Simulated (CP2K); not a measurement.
Consider 3-ethynylthiophene at its PBE geometry (Å).

```xyz
11

C     2.1698    1.1225   -1.4569
C     1.2488    0.6870   -0.7941
C     0.1764    0.1837   -0.0110
C    -0.6093   -0.9701   -0.3471
C    -1.5828   -1.2323    0.5836
S    -1.5566   -0.0905    1.8690
C    -0.2411    0.7590    1.1830
H     2.9819    1.5054   -2.0378
H    -0.4466   -1.5663   -1.2415
H    -2.3148   -2.0340    0.5836
H     0.1741    1.6355    1.6692
```

Method: CP2K XAS_TDP, all-electron GAPW, PBEh(45%), aug-cc-pVDZ, TDA, GW2X-corrected core level, no relativity.

**Question.** Predict the bright core excitations at the C K edge.

Leading lines: C1 287.50 eV, C2 287.68 eV, C3 287.42 eV, C4 287.45 eV, C5 287.12 eV and C7 286.71 eV. The leading line of an atom is its first one with 35 % of the strongest within 2.5 eV of its lowest line over the strength cut. Core ionisation energies at this level: C4 292.18, C7 292.23, C3 292.28, C5 292.24, C1 291.95 and C2 292.12 eV.

The first six lines of each atom with a strength over 0.0015:

```tsv
atom	energy (eV)	states	strength, one atom	above the computed threshold
C1 (bonded to C and H)	287.50	1	0.0411	
	287.91	1	0.0475	
	290.21	1	0.0052	
	290.83	1	0.0048	
	291.24	1	0.0023	
	291.73	1	0.0080	
C2 (bonded to 2 C)	287.68	1	0.0341	
	287.96	1	0.0503	
	290.13	1	0.0095	
	291.81	1	0.0113	
	292.28	1	0.0036	yes
	293.15	1	0.0019	yes
C3 (bonded to 3 C)	287.42	1	0.0382	
	289.82	1	0.0035	
	290.36	1	0.0036	
	291.68	2	0.0167	
	291.92	1	0.0029	
	292.10	1	0.0019	
C4 (bonded to 2 C and H)	287.45	1	0.0489	
	289.14	1	0.0041	
	290.33	1	0.0107	
	290.64	1	0.0073	
	291.33	1	0.0018	
	291.35	1	0.0032	
C5 (bonded to C, S and H)	287.12	1	0.0490	
	289.58	1	0.0314	
	290.27	1	0.0132	
	291.21	1	0.0043	
	291.42	1	0.0019	
	291.93	1	0.0023	
C7 (bonded to C, S and H)	286.71	1	0.0492	
	289.68	1	0.0285	
	290.42	1	0.0142	
	291.24	1	0.0055	
	291.35	1	0.0060	
	291.61	1	0.0042
```

Lines are vertical, at one geometry, with no vibrational structure. GW2X ionisation energies and lines can be off by 1 to 2 eV either way, and a good line position may hide errors that cancel. These values hold no scalar relativity, about 0.1 eV for C 1s. Rydberg lines, and the discretised continuum above threshold, depend on the basis and the box.

[Banner, clock and machine lines of the logs are left out without a mark of their own.]

[Logs are printed without paths, hosts, clocks, repeated set-up lines and the standing remarks that a program may print on its own settings, such as how far it seeks lower states.]

[Hosts, paths, dates, database ids (printed as entryN), source tags and the programs' standing remarks are cut or masked in the printed files.]
